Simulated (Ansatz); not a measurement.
**SnWO4 (Pnna): a band-gap study from LDA to G0W0 at the band limit**

The study climbs from cheap functionals to G0W0 on SnWO4 (Pnna) and then asks what each convergence step is worth.

Method: density functionals, hybrids, G0W0, plane waves, PAW, in Ansatz 0.2.0.

This is a report of a sequence of runs, with most program output left out.

**1. Starting point**

The structure is orthorhombic, space group Pnna (No. 52). Conventional cell: a = 5.627 Å, b = 11.649 Å, c = 4.997 Å, α = 90.00°, β = 90.00°, γ = 90.00°. Nearest to Sn lie 4 O at 2.18 to 2.39 Å. W has 6 O at 1.80 to 2.14 Å nearest. Nearest to O lie 2 W at 1.80 to 2.14 Å. Nearest to O lie 1 W at 1.89 Å and 2 Sn at 2.18 to 2.39 Å. Farther neighbours and most contacts between anions are not listed.

The cell and positions come from the Crystallography Open Database and are kept as given unless a step says otherwise. Spin-orbit coupling is left out unless a step names it. The default PAW set here is soft_2. Its files were made with PBE.

**2. LDA bands**

The cheap functional maps the bands first; the places of the edges decide which points the dearer methods must see.

This step: DFT, LDA, plane waves, PAW.

Input file input.yaml:

```yaml
crystal:
  lattice:
    - [5.627, 0.0, 0.0]
    - [0.0, 11.6486, 0.0]
    - [0.0, 0.0, 4.9973]
  atoms:
    - { symbol: Sn, position: [0.25, 0.0, 0.2196] }
    - { symbol: Sn, position: [0.25, 0.5, 0.2804] }
    - { symbol: Sn, position: [0.75, 0.0, 0.7804] }
    - { symbol: Sn, position: [0.75, 0.5, 0.7196] }
    - { symbol: W, position: [0.6677, 0.25, 0.25] }
    - { symbol: W, position: [0.8323, 0.75, 0.25] }
    - { symbol: W, position: [0.3323, 0.75, 0.75] }
    - { symbol: W, position: [0.1677, 0.25, 0.75] }
    - { symbol: O, position: [0.3765, 0.2987, 0.9988] }
    - { symbol: O, position: [0.1235, 0.7013, 0.9988] }
    - { symbol: O, position: [0.3765, 0.2013, 0.5012] }
    - { symbol: O, position: [0.1235, 0.7987, 0.5012] }
    - { symbol: O, position: [0.6235, 0.7013, 0.0012] }
    - { symbol: O, position: [0.8765, 0.2987, 0.0012] }
    - { symbol: O, position: [0.6235, 0.7987, 0.4988] }
    - { symbol: O, position: [0.8765, 0.2013, 0.4988] }
    - { symbol: O, position: [0.1019, 0.3961, 0.6037] }
    - { symbol: O, position: [0.3981, 0.6039, 0.6037] }
    - { symbol: O, position: [0.1019, 0.1039, 0.8963] }
    - { symbol: O, position: [0.3981, 0.8961, 0.8963] }
    - { symbol: O, position: [0.8981, 0.6039, 0.3963] }
    - { symbol: O, position: [0.6019, 0.3961, 0.3963] }
    - { symbol: O, position: [0.8981, 0.8961, 0.1037] }
    - { symbol: O, position: [0.6019, 0.1039, 0.1037] }
kpoints:
  mp_grid: { grid: [4, 2, 6] }
  band_path:
    path:
      - [[0.0, 0.0, 0.0], [0.5, 0.0, 0.0], [0.5, 0.5, 0.0], [0.0, 0.5, 0.0], [0.0, 0.0, 0.0], [0.0, 0.0, 0.5], [0.5, 0.0, 0.5], [0.5, 0.5, 0.5], [0.0, 0.5, 0.5], [0.0, 0.0, 0.5]]
      - [[0.5, 0.0, 0.0], [0.5, 0.0, 0.5]]
      - [[0.0, 0.5, 0.0], [0.0, 0.5, 0.5]]
      - [[0.5, 0.5, 0.0], [0.5, 0.5, 0.5]]
    npoints: 10
hamiltonian:
  xc: lda
scf:
  occupations: { method: fermi_dirac, width: 0.02 }
  n_extra_bands: 12
output:
  eigenvalues: true
```

Started as:

```sh
$ ansatz run input.yaml --threads 16 --pin off --max-ram 92160MiB --backend cuda --events-out ev --progress --plain --runs-dir out --devices 1 --max-vram 157GiB
```

Elapsed: 2.9 s, on 1 × NVIDIA GB200 with 16 threads of Arm Neoverse V2, shared host; peak memory 1.4 GiB.

This step gave:

```yaml
filled_bands: 104
gap: 1.350 eV
valence_top_at: k = (0.000, 0.000, 0.300)
conduction_bottom_at: Γ
least_direct_gap: 1.416 eV
```

The gap is indirect, with the least direct gap 0.07 eV higher.

The electronic bands at the labelled points (eV, zero at the top of the highest nominally filled band):

```
    point  band 101  band 102  band 103  band 104  band 105  band 106  band 107  band 108
        Γ     -1.29     -0.50     -0.17     -0.11      1.35      1.39      2.18      2.25
  halfway     -1.06     -0.62     -0.30     -0.14      1.62      1.73      2.02      2.39
        X     -0.63     -0.63     -0.57     -0.57      2.15      2.15      2.40      2.40
  halfway     -0.66     -0.66     -0.61     -0.61      2.22      2.22      2.40      2.40
        S     -0.66     -0.66     -0.66     -0.66      2.35      2.35      2.35      2.35
  halfway     -0.89     -0.89     -0.21     -0.21      1.69      1.69      2.19      2.19
        Y     -0.88     -0.88     -0.05     -0.05      1.37      1.37      2.13      2.13
  halfway     -1.16     -0.61     -0.12     -0.08      1.36      1.38      2.15      2.20
        Γ     -1.29     -0.50     -0.17     -0.11      1.35      1.39      2.18      2.25
  halfway     -1.07     -0.74     -0.17      0.00      1.52      1.55      2.15      2.39
        Z     -0.60     -0.60     -0.31     -0.31      2.08      2.08      2.24      2.24
  halfway     -0.59     -0.59     -0.21     -0.21      1.95      1.95      2.21      2.21
        U     -0.57     -0.57     -0.12     -0.12      1.88      1.88      2.27      2.27
  halfway     -0.70     -0.38     -0.31     -0.15      1.83      2.04      2.09      2.32
        R     -0.59     -0.59     -0.25     -0.25      1.91      1.91      2.23      2.23
  halfway     -0.55     -0.55     -0.33     -0.33      1.97      1.97      2.22      2.22
        T     -0.49     -0.49     -0.49     -0.49      2.13      2.13      2.24      2.24
  halfway     -0.57     -0.57     -0.37     -0.37      2.11      2.11      2.23      2.23
        Z     -0.60     -0.60     -0.31     -0.31      2.08      2.08      2.24      2.24
jump to X     -0.63     -0.63     -0.57     -0.57      2.15      2.15      2.40      2.40
  halfway     -0.66     -0.66     -0.24     -0.24      1.93      1.93      2.38      2.38
        U     -0.57     -0.57     -0.12     -0.12      1.88      1.88      2.27      2.27
jump to Y     -0.88     -0.88     -0.05     -0.05      1.37      1.37      2.13      2.13
  halfway     -0.88     -0.88     -0.04     -0.04      1.52      1.52      2.23      2.23
        T     -0.49     -0.49     -0.49     -0.49      2.13      2.13      2.24      2.24
jump to S     -0.66     -0.66     -0.66     -0.66      2.35      2.35      2.35      2.35
```

**3. LDA+SOC**

Spin-orbit coupling can split or shift the edges; a non-collinear run measures by how much.

This step: DFT, LDA with spin-orbit coupling, plane waves, PAW.

input.yaml, as its differences from that of step 2:

```diff
@@ -34,7 +34,13 @@
     path:
-      - [[0.0, 0.0, 0.0], [0.5, 0.0, 0.0], [0.5, 0.5, 0.0], [0.0, 0.5, 0.0], [0.0, 0.0, 0.0], [0.0, 0.0, 0.5], [0.5, 0.0, 0.5], [0.5, 0.5, 0.5], [0.0, 0.5, 0.5], [0.0, 0.0, 0.5]]
-      - [[0.5, 0.0, 0.0], [0.5, 0.0, 0.5]]
-      - [[0.0, 0.5, 0.0], [0.0, 0.5, 0.5]]
-      - [[0.5, 0.5, 0.0], [0.5, 0.5, 0.5]]
-    npoints: 10
+      - [0.0, 0.0, 0.0]
+      - [0.5, 0.0, 0.0]
+      - [0.5, 0.5, 0.0]
+      - [0.0, 0.5, 0.0]
+      - [0.0, 0.0, 0.5]
+      - [0.5, 0.0, 0.5]
+      - [0.5, 0.5, 0.5]
+      - [0.0, 0.5, 0.5]
+      - [0.0, 0.0, 0.3]
+      - [0.0, 0.5, 0.1]
+    npoints: 1
 hamiltonian:
@@ -42,4 +48,7 @@
 scf:
-  occupations: { method: fermi_dirac, width: 0.02 }
-  n_extra_bands: 12
+  occupations: { method: fixed }
+  n_extra_bands: 24
+magnetization:
+  noncollinear: true
+  spin_orbit: true
 output:
```

Wall time 3.6 s (1 × NVIDIA GB200 with 16 threads); peak memory 2 GiB; 21 s of CPU time.

Numbers from this step:

| Item | Value |
| --- | --- |
| gap | 1.316 eV |
| valence top at | k = (0.000, 0.000, 0.300) |
| conduction bottom at | k = (0.000, 0.500, 0.100) |
| least direct gap | 1.353 eV |

The gap stands −0.03 eV against LDA, and the conduction bottom moves to (0.000, 0.500, 0.100).

**4. HSE06**

HSE06 mixes in a quarter of exact exchange at short range. Exchange couples all pairs of k points, which makes a full band path dear, so levels are read on the mesh and at chosen points.

This step: DFT, HSE06, plane waves, PAW.

input.yaml, as its differences from that of step 3:

```diff
@@ -31,3 +31,3 @@
 kpoints:
-  mp_grid: { grid: [4, 2, 6] }
+  mp_grid: { grid: [4, 2, 4] }
   band_path:
@@ -46,9 +46,6 @@
 hamiltonian:
-  xc: lda
+  xc: hse06
 scf:
   occupations: { method: fixed }
-  n_extra_bands: 24
-magnetization:
-  noncollinear: true
-  spin_orbit: true
+  n_extra_bands: 12
 output:
```

Run time: 39 s. Hardware: 1 × NVIDIA GB200 with 16 threads; peak memory 3 GiB.

Numbers from this step:

- gap: 2.078 eV
- valence top at: k = (0.000, 0.000, 0.250)
- conduction bottom at: Γ
- least direct gap: 2.135 eV

The gap stands +0.73 eV against LDA.

**5. HSE06+SOC**

This step: DFT, HSE06 with spin-orbit coupling, plane waves, PAW.

input.yaml, as its differences from that of step 4:

```diff
@@ -49,3 +49,6 @@
   occupations: { method: fixed }
-  n_extra_bands: 12
+  n_extra_bands: 24
+magnetization:
+  noncollinear: true
+  spin_orbit: true
 output:
```

Run time: 2.3 min. Hardware: 1 × NVIDIA GB200 with 16 threads; peak memory 9 GiB.

Numbers from this step:

```yaml
gap: 2.038 eV
valence_top_at: k = (0.000, 0.000, 0.250)
conduction_bottom_at: k = (0.000, 0.500, 0.100)
least_direct_gap: 2.064 eV
```

The gap stands −0.04 eV against HSE06, and the conduction bottom moves to (0.000, 0.500, 0.100).

**6. G0W0, 4×2×4 mesh, 743 empty bands, screening to 100 eV, hard PAW files**

Now the one-shot GW correction: screening in the RPA, then the self-energy of the levels asked for. This step takes hard PAW files.

This step: G0W0 on LDA, plane waves, PAW.

input.yaml, as its differences from that of step 5:

```diff
@@ -32,24 +32,12 @@
   mp_grid: { grid: [4, 2, 4] }
-  band_path:
-    path:
-      - [0.0, 0.0, 0.0]
-      - [0.5, 0.0, 0.0]
-      - [0.5, 0.5, 0.0]
-      - [0.0, 0.5, 0.0]
-      - [0.0, 0.0, 0.5]
-      - [0.5, 0.0, 0.5]
-      - [0.5, 0.5, 0.5]
-      - [0.0, 0.5, 0.5]
-      - [0.0, 0.0, 0.3]
-      - [0.0, 0.5, 0.1]
-    npoints: 1
 hamiltonian:
-  xc: hse06
+  xc: lda
+  pseudopotentials: { kind: paw, source: ansatz }
 scf:
   occupations: { method: fixed }
-  n_extra_bands: 24
-magnetization:
-  noncollinear: true
-  spin_orbit: true
-output:
-  eigenvalues: true
+gw:
+  n_empty_bands: 743
+  ecut_chi: 100.0
+  qp_bands: [v4, c4]
+  qp_kpoints: band_edges
+  screening: { model: contour_deformation }
```

The job ended after 2.1 min (1 × NVIDIA GB200 with 16 threads; peak memory 9.9 GiB).

This step gave:

| Quantity | Value |
| --- | --- |
| bands summed | 891 |
| RPA ε∞ on this mesh (eigenvalues) | 6.357, 6.582, 7.806 |
| plane waves in the screening matrix | 739 |
| G0W0 gap on the mesh | 2.508 eV |
| k of the valence top | 0, 0, 0.25 |
| k of the conduction bottom | 0, 0, 0 |
| starting gap on the mesh | 1.357 eV |
| least direct G0W0 gap on the computed points | 2.569 eV |

The gap on the mesh goes from 1.36 eV to 2.51 eV, a correction of +1.15 eV. Between the two edge states, bare exchange in place of the xc potential would open the gap by 7.13 eV, and correlation takes back 5.98 eV.

**7. G0W0, 4×2×4 mesh, 1505 empty bands, screening to 160 eV, hard PAW files**

Bands and screening cutoff are moved together, since each hides the error of the other.

input.yaml, as its differences from that of step 6:

```diff
@@ -38,4 +38,4 @@
 gw:
-  n_empty_bands: 743
-  ecut_chi: 100.0
+  n_empty_bands: 1505
+  ecut_chi: 160.0
   qp_bands: [v4, c4]
```

Run time: 4.6 min. Hardware: 1 × NVIDIA GB200 with 16 threads; peak memory 19 GiB; 12 min of CPU time.

Numbers from this step:

```
bands summed                                 : 1653
RPA ε∞ on this mesh (eigenvalues)            : 6.318, 6.536, 7.761
plane waves in the screening matrix          : 1517
q-points in the mesh                         : 32
G0W0 gap on the mesh                         : 2.498 eV
k of the valence top                         : 0, 0, 0.25
k of the conduction bottom                   : 0, 0, 0
starting gap on the mesh                     : 1.357 eV
Z at the valence top                         : 0.7552
Z at the conduction bottom                   : 0.7578
least direct G0W0 gap on the computed points : 2.554 eV
```

Against the run with 4×2×4 mesh, 743 empty bands, screening to 100 eV, hard PAW files, the gap moves by −0.010 eV.

Limits: finite bands, cutoff and mesh; no spin-orbit coupling. v1 is the top filled band, c1 the lowest empty one. The levels before and after the correction (eV, zero at the valence-band top of each column):

```
           conduction bottom  valence top
Kohn-Sham               1.36         0.00
     G0W0               2.50         0.00
```

```
                   level  occupation  energy (eV)
Kohn-Sham           Γ v3           2       -0.501
Kohn-Sham           Γ v2           2       -0.173
Kohn-Sham           Γ v1           2       -0.106
Kohn-Sham           Γ c1           0        1.357
Kohn-Sham           Γ c2           0        1.396
Kohn-Sham           Γ c3           0        2.183
Kohn-Sham  (0 0 0.25) v3           2       -0.733
Kohn-Sham  (0 0 0.25) v2           2       -0.170
Kohn-Sham  (0 0 0.25) v1           2        0.000
Kohn-Sham  (0 0 0.25) c1           0        1.529
Kohn-Sham  (0 0 0.25) c2           0        1.554
Kohn-Sham  (0 0 0.25) c3           0        2.162
     G0W0           Γ v3           2       -0.570
     G0W0           Γ v2           2       -0.139
     G0W0           Γ v1           2       -0.090
     G0W0           Γ c1           0        2.498
     G0W0           Γ c2           0        2.534
     G0W0           Γ c3           0        3.277
     G0W0  (0 0 0.25) v3           2       -0.783
     G0W0  (0 0 0.25) v2           2       -0.171
     G0W0  (0 0 0.25) v1           2        0.000
     G0W0  (0 0 0.25) c1           0        2.675
     G0W0  (0 0 0.25) c2           0        2.686
     G0W0  (0 0 0.25) c3           0        3.260
```

The parts of the quasiparticle energy at the two band edges (eV; QP = start + Σx + Σc − Vxc):

```
       run               edge  start      Σx     Σc     Vxc     Z     QP
 891 bands        valence top  10.37  -20.63   1.90  -18.70  0.76  10.33
 891 bands  conduction bottom  11.73  -15.60  -4.09  -20.81  0.76  12.84
1653 bands        valence top  10.37  -20.63   1.67  -18.70  0.76  10.10
1653 bands  conduction bottom  11.73  -15.60  -4.33  -20.81  0.76  12.60
```

**8. The ladder**

Times are wall times on 1 × NVIDIA GB200 with 16 threads of Arm Neoverse V2, shared host, good to a factor of about two. G0W0 rows are gaps on the mesh, lowered by the amount that the mesh misses the start's edges, a rough step that assumes the same correction there.

```
                                level  gap (eV)  least direct gap (eV)     time
                                  LDA      1.35                   1.42    2.9 s
                              LDA+SOC      1.32                   1.35    3.6 s
                                HSE06      2.08                   2.14     39 s
                            HSE06+SOC      2.04                   2.06  2.3 min
 G0W0@LDA (743 empty bands, hard PAW)      2.50                      -  2.1 min
G0W0@LDA (1505 empty bands, hard PAW)      2.49                      -  4.6 min
```

**9. Adding up the best estimate**

```
                                                                   term      eV  running total (eV)
                                             G0W0 on the mesh, top rung   2.498               2.498
to the limit, by a line in one over the bands through the two top rungs  −0.012               2.486
                band edges off the mesh (read on other files, so rough)  −0.008               2.478
                                            spin-orbit change, from LDA  −0.033               2.445
```

**10. Outcome**

```json
{
 "LDA gap": "1.35 eV, indirect",
 "HSE06": "2.08 eV",
 "G0W0, top rung on the mesh": "2.50 eV",
 "best estimate, G0W0@LDA with spin-orbit change": "2.44 eV",
 "GW settings of the top rung": "4×2×4 mesh, 1505 empty bands, screening to 160 eV, hard PAW files",
 "known limits": "one-shot GW, static lattice; one k mesh, untested"
}
```

In words: The best estimate for G0W0@LDA is 2.44 eV, indirect (only 37 meV under the direct gap) by LDA+SOC, against 1.32 eV at the start (both with spin-orbit coupling). The limit rests on the two highest rungs, unchecked by another pair. Among the functionals HSE06 comes nearest: −0.40 eV from the estimate without its spin-orbit term (2.48 eV). The coupling also moves a band edge to another k point, so its change of the gap does not carry over to G0W0 exactly. All runs took 9.7 min, 68 % of it in G0W0.

[Paths, hosts, dates, memory and timing lines, banners, echoed tables and standing remarks are left out of the program output.]

[Logs are printed without paths, hosts, clocks, repeated set-up lines and the standing remarks that a program may print on its own settings, such as how far it seeks lower states.]

[Runs of the session that timed out or met a known fault of the program may be left out.]

[Cells called generated may have been cut or substituted from an entry of the Crystallography Open Database or the Materials Project.]

[Hosts, paths, dates, database ids (printed as entryN), source tags and the programs' standing remarks are cut or masked in the printed files.]
